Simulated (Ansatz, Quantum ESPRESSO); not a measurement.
**HoBi (Fm-3m): zone-centre phonons**

Aim: the zone-centre modes of HoBi (Fm-3m).

Main program and level: Quantum ESPRESSO 7.5; DFT PBEsol, scalar-relativistic, plane waves, PseudoDojo norm-conserving, 4f in core pseudopotentials.

Most raw output is cut from this account.

### Step 1. The structure

It takes space group Fm-3m (No. 225, cubic). Conventional cell: a = 6.228 Å, b = 6.228 Å, c = 6.228 Å, α = 90.00°, β = 90.00°, γ = 90.00°. Ho has 6 Bi at 3.11 Å nearest. Nearest to Bi lie 6 Ho at 3.11 Å. Farther neighbours are not listed.

### Step 2. A probe with smearing

A cheap run with smearing and empty bands tells whether the crystal has a gap, which decides between fixed occupations and smearing later on.

The input, probe.in:

```
&control
   calculation = 'scf'
   prefix = 'x'
   outdir = './tmp'
   pseudo_dir = './pseudo'
   tprnfor = .true.
   tstress = .true.
   verbosity = 'high'
/
&system
   ibrav = 2
   celldm(1) = 11.7692143
   nat = 2
   ntyp = 2
   ecutwfc = 58.0
   input_dft = 'pbesol'
   occupations = 'smearing'
   smearing = 'gaussian'
   degauss = 0.01
/
&electrons
   conv_thr = 1.0d-07
   mixing_beta = 0.7
   electron_maxstep = 100
/
ATOMIC_SPECIES
 Ho    164.9303  Ho.upf
 Bi    208.9804  Bi.upf
ATOMIC_POSITIONS crystal
 Ho     0.000000000   0.000000000   0.000000000
 Bi     0.500000000   0.500000000   0.500000000
K_POINTS automatic
 6 6 6 0 0 0
```

Started as:

```bash
> OMP_NUM_THREADS=1 mpirun -n 4 pw.x -nk 4 -in probe.in > probe.out
```

The job ended after 4.1 s (4 MPI ranks of Arm Neoverse V2, shared host).

Numbers from this step:

```
volume per atom   : 30.20 Å³
pressure          : -1.233 GPa
gap on the k-mesh : 0 eV
```

No gap opens on this mesh, so smearing is kept; the start stands at -1.2 GPa.

### Step 3. Relaxation

The harmonic expansion starts where the forces on the atoms vanish, and stress shifts the frequencies, so cell and atoms are relaxed with tight thresholds.

The input, relax.in:

```
&control
   calculation = 'vc-relax'
   prefix = 'x'
   outdir = './tmp'
   pseudo_dir = './pseudo'
   tprnfor = .true.
   tstress = .true.
   forc_conv_thr = 2.0d-05
   etot_conv_thr = 1.0d-07
   nstep = 40
/
&system
   ibrav = 2
   celldm(1) = 11.7692143
   nat = 2
   ntyp = 2
   ecutwfc = 58.0
   input_dft = 'pbesol'
   occupations = 'smearing'
   smearing = 'mv'
   degauss = 0.02
/
&electrons
   conv_thr = 1.0d-11
   mixing_beta = 0.7
   electron_maxstep = 100
/
&ions
/
&cell
   press_conv_thr = 0.1
/
ATOMIC_SPECIES
 Ho    164.9303  Ho.upf
 Bi    208.9804  Bi.upf
ATOMIC_POSITIONS crystal
 Ho     0.000000000   0.000000000   0.000000000
 Bi     0.500000000   0.500000000   0.500000000
K_POINTS automatic
 8 8 8 0 0 0
```

Started as:

```bash
> OMP_NUM_THREADS=1 mpirun -n 4 pw.x -nk 4 -in relax.in > relax.out
```

It took 45 s on 4 MPI ranks; 3 min of CPU time.

Relaxation path:

| step | energy less that of the first step (eV) | largest force (eV/Å) | pressure (GPa) | volume (Å³) |
| --- | --- | --- | --- | --- |
| 1 | 0.0000 | 0.0000 | -1.23 | 60.39 |
| 2 | -0.0024 | 0.0000 | -0.84 | 60.01 |
| 3 | -0.0043 | 0.0000 | -0.23 | 59.45 |
| 4 | -0.0045 | 0.0000 | 0.00 | 59.24 |
| 5 | -0.0045 | 0.0000 | 0.00 | 59.25 |
| 6 | -0.0016 | 0.0000 | -0.09 | 59.25 |

| conventional cell, symmetrised | before | after | change |
| --- | --- | --- | --- |
| a (Å) | 6.228 | 6.188 | -0.6 % |
| b (Å) | 6.228 | 6.188 | -0.6 % |
| c (Å) | 6.228 | 6.188 | -0.6 % |
| volume (Å³/atom) | 30.20 | 29.62 | -1.9 % |

Final coordinates:

```
Ho Bi
1.0
    -3.09415    0.00000    3.09415
     0.00000    3.09415    3.09415
    -3.09415    3.09415    0.00000
Ho Bi
1 1
Direct
  0.00000 0.00000 0.00000
  0.50000 0.50000 0.50000
```

The last row of the table of steps is pw.x's closing run on a basis chosen anew for the final cell, so its energy can jump.

Numbers from this step:

```yaml
volume_per_atom: 29.62 Å³
pressure: -0.09000 GPa
```

The volume changes by -1.9 % from the cell with which this run began.

### Step 4. Self-consistent run for the response

The response is built on this ground state, so it is converged far tighter than an energy would need. Smearing stays on, as the first look found no gap above 0.3 eV.

The input, scf.in:

```
&control
   calculation = 'scf'
   prefix = 'x'
   outdir = './tmp'
   pseudo_dir = './pseudo'
   tprnfor = .true.
   tstress = .true.
/
&system
   ibrav = 2
   celldm(1) = 11.69421046
   nat = 2
   ntyp = 2
   ecutwfc = 58.0
   input_dft = 'pbesol'
   occupations = 'smearing'
   smearing = 'mv'
   degauss = 0.02
/
&electrons
   conv_thr = 1.0d-12
   mixing_beta = 0.7
   electron_maxstep = 100
/
ATOMIC_SPECIES
 Ho    164.9303  Ho.upf
 Bi    208.9804  Bi.upf
ATOMIC_POSITIONS crystal
 Ho     0.000000000   0.000000000   0.000000000
 Bi     0.500000000   0.500000000   0.500000000
K_POINTS automatic
 8 8 8 0 0 0
```

Started as:

```bash
> OMP_NUM_THREADS=1 mpirun -n 4 pw.x -nk 4 -in scf.in > scf.out
```

The job ended after 9.8 s (4 MPI ranks; 39 s of CPU time).

The cell stands at -0.090 GPa, close enough for phonons.

### Step 5. Linear response at Γ

At q = 0 one unit cell holds all displacements; symmetry groups them into irreducible representations that are solved one by one. With smeared occupations no response to a homogeneous field can be asked.

The input, ph.in:

```
phonons
&inputph
   prefix = 'x'
   outdir = './tmp'
   fildyn = 'g.dyn'
   tr2_ph = 1.0d-18
   alpha_mix(1) = 0.4
   nmix_ph = 8
/
0.000000000 0.000000000 0.000000000
```

Started as:

```bash
> OMP_NUM_THREADS=1 mpirun -n 4 ph.x -nk 4 -in ph.in > ph.out
```

The job ended after 2.2 min (4 MPI ranks; 8.9 min of CPU time).

Numbers from this step:

```yaml
largest_acoustic_frequency_at_the_zone_centre_before_the_sum_rule: -1.81 cm⁻¹
highest_optical_zone_centre_mode_no_lo_to_term: 124.6 cm⁻¹
lowest_optical_zone_centre_mode: 124.6 cm⁻¹
```

The acoustic modes at Γ come out as far as 1.8 cm⁻¹ from zero, where they should vanish, a small numerical error.

### Step 6. Zone-centre analysis

A rigid shift of the crystal must cost nothing, but grids and finite bases break this; the acoustic sum rule is imposed before the matrix is diagonalised again.

The input, dynmat.in:

```
&input
   fildyn = 'g.dyn'
   asr = 'simple'
   fileig = 'dynmat.eig'
/
```

Started as:

```bash
> dynmat.x -in dynmat.in > dynmat.out
```

It took 0.53 s on 1 thread.

Unit eigenvectors of the mass-weighted matrix after the sum rule; no LO-TO term. Modes at Γ, with each element's share of the kinetic energy:

| mode | frequency (cm⁻¹) | symmetry | Ho % | Bi % |
| --- | --- | --- | --- | --- |
| 1 | 0.0 | acoustic | 44 | 56 |
| 2 | 0.0 | acoustic | 44 | 56 |
| 3 | 0.0 | acoustic | 44 | 56 |
| 4 | 124.6 | T1u | 56 | 44 |
| 5 | 124.6 | T1u | 56 | 44 |
| 6 | 124.6 | T1u | 56 | 44 |

Displacements in mode 6 (124.6 cm⁻¹), the largest set to 1:
```
Ho1  1.00  0.00  0.00
Bi2 -0.79  0.00  0.00
```

The rule moves no optical mode by more than 0.1 cm⁻¹.

### Step 7. Sum rules set otherwise (asr crystal)

The rule can be imposed in more than one way; the choices should agree where the raw error is small.

The input, dynmat.in:

```
&input
   fildyn = 'g.dyn'
   asr = 'crystal'
   fileig = 'dynmat.eig'
/
```

Started as:

```bash
> dynmat.x -in dynmat.in > dynmat.out
```

Elapsed: 0.52 s, on 1 thread.

Zone-centre frequencies as printed; negative means imaginary. Modes:

| mode | frequency (cm⁻¹) |
| --- | --- |
| 1 | 0 |
| 2 | 0 |
| 3 | 0 |
| 4 | 124.6 |
| 5 | 124.6 |
| 6 | 124.6 |

Against the first rule no mode moves by more than 0.1 cm⁻¹.

### Step 8. Sum rules set otherwise (asr no)

Without the rule the raw error of the acoustic modes shows.

The input, dynmat.in:

```
&input
   fildyn = 'g.dyn'
   asr = 'no'
   fileig = 'dynmat.eig'
/
```

Started as:

```bash
> dynmat.x -in dynmat.in > dynmat.out
```

The job ended after 0.53 s (1 thread).

Zone-centre frequencies as printed; negative means imaginary. Modes:

| mode | frequency (cm⁻¹) |
| --- | --- |
| 1 | -1.81 |
| 2 | -1.81 |
| 3 | -1.81 |
| 4 | 124.6 |
| 5 | 124.6 |
| 6 | 124.6 |

Against the first rule no mode moves by more than 1.9 cm⁻¹.

### Step 9. Cross-check with Ansatz

The same cell goes through another code at the same cutoff. The potentials differ. Its k mesh is centred on Γ.

This step: DFT PBEsol, scalar-relativistic, plane waves, norm-conserving pseudopotentials, 4f in core (Ansatz 0.2.0).

The input, input.yaml:

```yaml
crystal:
  lattice:
    - [-3.0941548381, 0.0, 3.0941548381]
    - [0.0, 3.0941548381, 3.0941548381]
    - [-3.0941548381, 3.0941548381, 0.0]
  atoms:
    - { symbol: Ho, position: [0.0, 0.0, 0.0] }
    - { symbol: Bi, position: [0.5, 0.5, 0.5] }
kpoints:
  mp_grid: { grid: [8, 8, 8] }
hamiltonian:
  xc: pbesol
  pseudopotentials:
    kind: nc
    azcp: { Ho: "pseudopotentials/pbe/nc/lanthanide_3plus/Ho.nc.azcp" }
    accuracy: standard
scf:
  occupations: { method: cold, width: 0.27211 }
output:
  eigenvalues: true
basis:
  ecutwfc: 789.13
phonons:
  method: dfpt
```

Started as:

```bash
> ansatz run input.yaml --threads 4 --pin off --max-ram 8192MiB --backend cpu --events-out ev --progress --plain --runs-dir out
```

Run time: 9.8 s. Hardware: 4 threads; peak memory 0.83 GiB.

Read from the output:

```yaml
sum_rule_residual_before_enforcement: 1.23e-4 eV/Å²
highest_optical_zone_centre_mode_no_lo_to_term: 124.3 cm⁻¹
lowest_optical_zone_centre_mode: 124.3 cm⁻¹
```

### Step 10. Side by side: QE PseudoDojo and Ansatz, library NC

Worked out from the results:

* root-mean-square difference: 0.28 cm⁻¹
* largest difference: 0.28 cm⁻¹

Frequencies side by side, by row:

| q (reciprocal lattice) | mode | QE PseudoDojo (cm⁻¹) | Ansatz, library NC (cm⁻¹) |
| --- | --- | --- | --- |
| 0 0 0 | 1 | 0 | 0 |
| 0 0 0 | 2 | 0 | 0 |
| 0 0 0 | 3 | 0 | 0 |
| 0 0 0 | 4 | 124.6 | 124.3 |
| 0 0 0 | 5 | 124.6 | 124.3 |
| 0 0 0 | 6 | 124.6 | 124.3 |

At the zone centre the largest difference (acoustic modes at Γ apart) is 0.2 % of the highest mode.

### Step 11. Outcome

```
space group after relaxation                                           : Fm-3m
volume per atom                                                        : 29.6 Å³
highest optical zone-centre mode (no LO-TO term)                       : 124.6 cm⁻¹
imaginary optical modes at the zone centre (no q mesh in this session) : none
largest difference from Ansatz, library NC                             : 0.28 cm⁻¹
```

**Reading.** At the PBEsol level the optical modes of HoBi (Fm-3m) at the zone centre lie at 125 cm⁻¹. QE PseudoDojo and Ansatz, library NC agree to 0.28 cm⁻¹ (0.2 % of the highest mode compared) on all solved modes but the acoustic ones at Γ, without the LO-TO term. These are harmonic frequencies at zero temperature: anharmonic shifts and linewidths and thermal expansion are left out. Spin-orbit coupling is left out, which can matter for the heavy elements here. In a metal the frequencies hang on the k mesh and the smearing, most of all near Kohn anomalies. The 4f electrons are frozen in the core as for a trivalent ion, in files made for PBE, so their moments and any magnetic order are left out. The relaxation ran at 58 Ry, under the 66 Ry recommended for these files; the stress of so short a basis can leave the cell about one per cent too small. Ansatz warns that the cutoff lies 12 % under the one recommended for these files; agreement at one cutoff is not convergence. The total energies of the two programs lie far apart, so at least one potential file in Ansatz's library differs from the published one read by the first program.

[Host names and launcher messages were left out of these logs when they were recorded.]

[Logs are printed without paths, hosts, clocks, repeated set-up lines and the standing remarks that a program may print on its own settings, such as how far it seeks lower states.]

[Hosts, paths, dates, database ids (printed as entryN), source tags and the programs' standing remarks are cut or masked in the printed files.]
